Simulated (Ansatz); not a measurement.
# Nb2NF2 monolayer: a soft mode frozen in, part 3 of 3

Wanted: the energy along a soft mode of Nb2NF2 monolayer and the structure at the end.

Ansatz 0.2.0; DFT PBE, scalar-relativistic, plane waves, PAW; PAW set soft_1.

So far. Step 4 (The mode frozen in, largest atomic shift 0.22 Å): The energy, extrapolated to zero smearing, is -11.16 meV/atom against the undistorted cell. Step 5 (Energy along the mode, all amplitudes (two of the runs …): The lowest of the steps tried is at 0.22 Å, 11.2 meV/atom below the parent; the bottom of the well need not coincide with a step.

**6. Relaxing from the distorted cell (continued)**

Electrostatic potential energy in the bc plane at fractional x = 0.000, with atoms of N and Nb and F within 0.2 Å of it. With pseudopotentials it is smooth inside the atoms' cores, unlike the true potential.

Ten even steps from '_' (-43 eV) to '@' (0 eV), each cell a mean:
```
@@@@@@@@@@@@@@@@@@@@@@@@@@@@@@
@@@@@@@@@@@@@@@@@@@@@@@@@@@@@@
@@@@@@@@@@@@@@@@@@@@@@@@@@@@@@
@@@@@@@@@@@@@@@@@@@@@@@@@@@@@@
@@@@@@@@@@@@@@@@@@@@@@@@@@@@@@
@@@@@@@@@@@@@@@@@@@@@@@@@@@@@@
@@@@@@@@@@@@@@@@@@@@@@@@@@@@@@
@@@@@@@@@@@@@@@@@@@@@@@@@@@@@@
@@@@@@@@@@@@@@@@@@@@@@@@@@@@@@
@@@@@@@@@@@@@@@@@@@@@@@@@@@@@@
@@@@@@@@@@@@@@@@@@@@@@@@@@@@@@
@@@@@@@@@@@@@@@@@@@@@@@@@@@@@@
@@@@@@@@@@@@@@@@@@@@@@@@@@@@@@
@@@@@@@@@@@@@@@@@@@@@@@@@@@@@@
@@@@@@@@@@@@@@@@@@**++**@@@@@@
@@%%++::....::**##++==++%%%%@@
==++**==----==**##****##%%**==
++##%%%%%%%%##--______..++##++
@@@@@@**....==%%%%####%%@@@@@@
@@@@@@@@@@@@@@@@@@@@@@@@@@@@@@
@@@@@@@@@@@@@@@@@@@@@@@@@@@@@@
@@@@@@@@@@@@@@@@@@@@@@@@@@@@@@
@@@@@@@@@@@@@@@@@@@@@@@@@@@@@@
@@@@@@@@@@@@@@@@@@@@@@@@@@@@@@
```
Columns run along b (5.5 Å; values clipped at the 3rd and 97th percentile), rows up along c (33.2 Å). Atoms in or near the plane, at fractional coordinates: N at (0.99, 0.29), Nb at (0.31, 0.33), Nb at (0.64, 0.27), F at (0.68, 0.37), F at (0.33, 0.23).

Valence density in the bc plane at fractional x = 0.000, with atoms of N and Nb and F within 0.2 Å of it. It is the smooth field of the valence electrons, not physical close to the nuclei.

Ten steps, logarithmic in the rise over the least value, from '_' (0.00 × 1e0 e/Å³) to '@' (6.80 × 1e0 e/Å³), each cell a mean:
```
______________________________
______________________________
______________________________
______________________________
______________________________
______________________________
______________________________
______________________________
______________________________
______________________________
______________________________
______________________________
______________________________
______________________________
______________..==##%%##--..__
::--++##%%%%##====##%%##==::::
##**++**####**====++==--==++##
**++----------++%%@@%%##++++**
__..--**@@@@##==------::..____
______..::::..________________
______________________________
______________________________
______________________________
______________________________
```
Columns run along b (5.5 Å), rows up along c (33.2 Å). Atoms in or near the plane, at fractional coordinates: N at (0.99, 0.29), Nb at (0.31, 0.33), Nb at (0.64, 0.27), F at (0.68, 0.37), F at (0.33, 0.23).

ELF in the bc plane at fractional x = 0.000, with atoms of N and Nb and F within 0.2 Å of it. It is the smooth field of the valence electrons, not physical close to the nuclei.

Ten even steps from '_' (0.00) to '@' (0.75), each cell a mean:
```
______________________________
______________________________
______________________________
______________________________
______________________________
______________________________
______________________________
______________________________
______________________________
______________________________
______________________________
______________________________
______________________________
______________________________
______________::**%%%%%%**..__
----==********::++******++::::
**##====******==--==--::==####
####==::--==--++%%##%%##==**##
____==@@@@@@@@**::::::..______
____..::====--..______________
______________________________
______________________________
______________________________
______________________________
```
Columns run along b (5.5 Å), rows up along c (33.2 Å). Atoms in or near the plane, at fractional coordinates: N at (0.99, 0.29), Nb at (0.31, 0.33), Nb at (0.64, 0.27), F at (0.68, 0.37), F at (0.33, 0.23).

The distorted start has space group P2_1/m; the relaxation ends in P2_1/m.

**7. Results**

```yaml
unstable_mode_of_the_parent: q = (0, -0.5, 0), 164i cm⁻¹
depth_at_the_lowest_point_sampled: 11.2 meV/atom
largest_atomic_shift_at_that_point: 0.22 Å
space_group_reached_within_0p01_a: P2_1/m
energy_gained_over_the_parent_first_relaxation_on_the_mesh_of_the_frozen_mode: 28.2 meV/atom
area_per_atom_phase_reached: 1.78 Å²
```

**Reading.** Along this mode the structure falls into P2_1/m, 28.2 meV/atom below the parent. At the parent's cell the well is 11.16 meV/atom deep on the steps tried, with its lowest point at a shift of 0.22 Å. Relaxing atoms and cell changes the gain by +17.03 meV/atom against the lowest step (energies at zero smearing). Most of the total comes from this relaxation. The modes of the phase reached were not computed on this path. Each path keeps the symmetry of its pattern, so a lower phase may lie along a pattern not tried. With no gap, or one that is small against the smearing, the frequencies hang on the k mesh and the smearing, most of all near Kohn anomalies. The phonon runs are without spin polarisation, although the cell has an odd electron count. In a sheet or slab the interpolated bending branch near Γ is rough, since the rotational sum rule isn't imposed. The starting cell was built on a prototype and not taken from a measurement.

[Logs are printed without paths, hosts, clocks, repeated set-up lines and the standing remarks that a program may print on its own settings, such as how far it seeks lower states.]

[Hosts, paths, dates, database ids (printed as entryN), source tags and the programs' standing remarks are cut or masked in the printed files.]
